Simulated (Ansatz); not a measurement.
# How many bands does the GW gap of CsPbCl3 (Pm-3m) need?

Wanted: a G0W0 gap for CsPbCl3 (Pm-3m) that is converged in bands and cutoff, or an estimate of the limit.

Main program and level: Ansatz 0.2.0; G0W0 on PBE, plane waves, PAW.

Most raw output is cut from this account.

### 1. The structure

The structure is cubic, space group Pm-3m (No. 221). The conventional cell has a = 5.605 Å, b = 5.605 Å, c = 5.605 Å, α = 90.00°, β = 90.00°, γ = 90.00°. Nearest to Cs lie 12 Cl at 3.96 Å. Nearest to Pb lie 6 Cl at 2.80 Å. Nearest to Cl lie 2 Pb at 2.80 Å and 4 Cs at 3.96 Å. Farther neighbours and most contacts between anions are not listed.

Structure file:

```cif
data_structure
_symmetry_space_group_name_H-M 'Pm-3m'
_symmetry_Int_Tables_number 221
_cell_length_a 5.6050
_cell_length_b 5.6050
_cell_length_c 5.6050
_cell_angle_alpha 90.000
_cell_angle_beta 90.000
_cell_angle_gamma 90.000
_cell_volume 176.09
loop_
_atom_site_label
_atom_site_type_symbol
_atom_site_symmetry_multiplicity
_atom_site_Wyckoff_symbol
_atom_site_fract_x
_atom_site_fract_y
_atom_site_fract_z
_atom_site_occupancy
Cs1 Cs 1 a 0.00000 0.00000 0.00000 1
Pb1 Pb 1 b 0.50000 0.50000 0.50000 1
Cl1 Cl 3 c 0.50000 0.50000 0.00000 1
```

The cell and positions come from the Crystallography Open Database and are kept as given unless a step says otherwise. Spin-orbit coupling is left out unless a step names it. The default PAW set here is soft_2. Its files were made with PBE.

### 2. 341 empty bands, screening to 90 eV

G0W0 replaces the xc potential by the self-energy, built once from these orbitals. Only a window of levels is corrected, while the sums run over the empty bands that the input names.

Input file input.yaml:

```yaml
crystal:
  lattice:
    - [5.605, 0.0, 0.0]
    - [0.0, 5.605, 0.0]
    - [0.0, 0.0, 5.605]
  atoms:
    - { symbol: Cs, position: [0.0, 0.0, 0.0] }
    - { symbol: Pb, position: [0.5, 0.5, 0.5] }
    - { symbol: Cl, position: [0.5, 0.5, 0.0] }
    - { symbol: Cl, position: [0.0, 0.5, 0.5] }
    - { symbol: Cl, position: [0.5, 0.0, 0.5] }
kpoints:
  mp_grid: { grid: [4, 4, 4] }
hamiltonian:
  xc: pbe
scf:
  occupations: { method: fixed }
gw:
  n_empty_bands: 341
  ecut_chi: 90.0
  qp_bands: [v2, c2]
  qp_kpoints: band_edges
  screening: { model: contour_deformation }
```

Command:

```console
> ansatz run input.yaml --threads 3 --pin off --max-ram 64512MiB --backend cuda --events-out ev --progress --plain --runs-dir out --devices 1 --max-vram 24GiB  # rebuilt from the run's record
```

It took 6.8 s on 1 × NVIDIA H100 80GB HBM3 (shared by 3 runs) with 3 threads of AMD EPYC 7R13 (Zen 3), shared host; peak memory 1.6 GiB.

This step gave:

```yaml
bands_summed: 363
rpa_eps_infinity_on_this_mesh_eigenvalues: 4.357, 4.357, 4.357
plane_waves_in_the_screening_matrix: 341
q_points_in_the_mesh: 64
g0w0_gap_on_the_mesh: 3.022 eV
k_of_the_valence_top: -0.5, -0.5, -0.5
k_of_the_conduction_bottom: -0.5, -0.5, -0.5
starting_gap_on_the_mesh: 1.926 eV
z_at_the_valence_top: 0.7794
z_at_the_conduction_bottom: 0.8053
least_direct_g0w0_gap_on_the_computed_points: 3.022 eV
```

The gap on the mesh goes from 1.93 eV to 3.02 eV, a correction of +1.10 eV. Between the two edge states, bare exchange in place of the xc potential would open the gap by 5.43 eV, and correlation takes back 4.34 eV.

### 3. 965 empty bands, screening to 180 eV

Bands and screening cutoff are moved together, since each hides the error of the other.

Edit input.yaml of step 2 so:

```diff
@@ -18,4 +18,4 @@
 gw:
-  n_empty_bands: 341
-  ecut_chi: 90.0
+  n_empty_bands: 965
+  ecut_chi: 180.0
   qp_bands: [v2, c2]
```

It took 20 s on 1 × NVIDIA H100 80GB HBM3 (shared by 3 runs) with 3 threads; peak memory 3.5 GiB; 35 s of CPU time.

This step gave:

- bands summed: 987
- RPA ε∞ on this mesh (eigenvalues): 4.345, 4.345, 4.345
- plane waves in the screening matrix: 949
- q-points in the mesh: 64
- G0W0 gap on the mesh: 3.259 eV
- k of the valence top: -0.5, -0.5, -0.5
- k of the conduction bottom: -0.5, -0.5, -0.5
- starting gap on the mesh: 1.926 eV
- Z at the valence top: 0.7751
- Z at the conduction bottom: 0.8043
- least direct G0W0 gap on the computed points: 3.259 eV

Against the run with 4×4×4 mesh, 341 empty bands, screening to 90 eV, the gap moves by +0.24 eV.

### 4. Changing the frequency model: 4×4×4 mesh, 965 empty bands, screening to 180 eV, plasmon pole

A plasmon pole stands in for the full frequency dependence of the screening; this run shows what that costs in accuracy.

Edit input.yaml of step 3 so:

```diff
@@ -22,2 +22,2 @@
   qp_kpoints: band_edges
-  screening: { model: contour_deformation }
+  screening: { model: godby_needs }
```

It took 21 s on 1 × NVIDIA H100 80GB HBM3 (shared by 3 runs) with 3 threads; peak memory 5.1 GiB.

Numbers from this step:

- bands summed: 987
- plasmon-pole fit frequency: 18.56 eV
- RPA ε∞ on this mesh (eigenvalues): 4.345, 4.345, 4.345
- plane waves in the screening matrix: 949
- G0W0 gap on the mesh: 3.182 eV
- k of the valence top: -0.5, -0.5, -0.5
- k of the conduction bottom: -0.5, -0.5, -0.5
- starting gap on the mesh: 1.926 eV
- least direct G0W0 gap on the computed points: 3.182 eV

Against the run with 4×4×4 mesh, 965 empty bands, screening to 180 eV, the gap moves by −0.08 eV.

### 5. The runs together

Times are wall times on 1 × NVIDIA H100 80GB HBM3 (shared by 3 runs) with 3 threads of AMD EPYC 7R13 (Zen 3), shared host, good to a factor of about two.

```tsv
mesh	files	frequency	bands summed	cutoff (eV)	start (eV)	G0W0 (eV)	time	host memory (GiB)
4×4×4	default PAW	contour deformation	363	90	1.926	3.022	6.8 s	1.6
4×4×4	default PAW	contour deformation	987	180	1.926	3.259	20 s	3.5
4×4×4	default PAW	plasmon pole	987	180	1.926	3.182	21 s	5.1
```

How the two edges are built up, in eV (the quasiparticle level is the starting level plus Σx plus Σc less Vxc):

```tsv
run	edge	start	Σx	Σc	Vxc	Z	QP
363 bands	valence top	4.12	-20.40	1.11	-18.75	0.78	3.58
363 bands	conduction bottom	6.05	-7.90	-3.23	-11.68	0.81	6.60
987 bands	valence top	4.12	-20.40	0.70	-18.75	0.78	3.17
987 bands	conduction bottom	6.05	-7.90	-3.40	-11.68	0.80	6.42
```

### 6. Results

| Property | Result |
| --- | --- |
| 363 bands, 90 eV | 3.022 eV |
| 987 bands, 180 eV | 3.259 eV |
| estimated limit in bands and cutoff | 3.40 eV |
| mesh and start | 4×4×4, PBE |

A line in one over the bands through the two rungs gives 3.40 eV, +0.14 eV from the top rung; with two points alone it is an unchecked estimate. The rungs stand 0.37 eV (363 bands) and 0.14 eV (987 bands) from it. From 363 to 987 bands the gap moves by +0.24 eV while the time grows 2.9-fold. Σc changes by −0.41 eV at the valence top and −0.18 eV at the conduction bottom, so the valence edge carries most of the change. The plasmon-pole model gives −0.08 eV against contour deformation, 6 % of the correction, and saved no time in this program. Where an edge is built on 6p states of lead, bismuth or thallium, scalar-relativistic gaps usually stand too wide, by a few tenths to over one eV. This is the ideal cubic cell; many perovskites, halides above all, are cubic only on average, and local tilts or off-centring can widen the gap. The many-body steps are scalar-relativistic: spin-orbit coupling is not in them.

[Paths, hosts, dates, memory and timing lines, banners, echoed tables and standing remarks are left out of the program output.]

[Logs are printed without paths, hosts, clocks, repeated set-up lines and the standing remarks that a program may print on its own settings, such as how far it seeks lower states.]

[Runs of the session that timed out or met a known fault of the program may be left out.]

[Cells called generated may have been cut or substituted from an entry of the Crystallography Open Database or the Materials Project.]

[Hosts, paths, dates, database ids (printed as entryN), source tags and the programs' standing remarks are cut or masked in the printed files.]
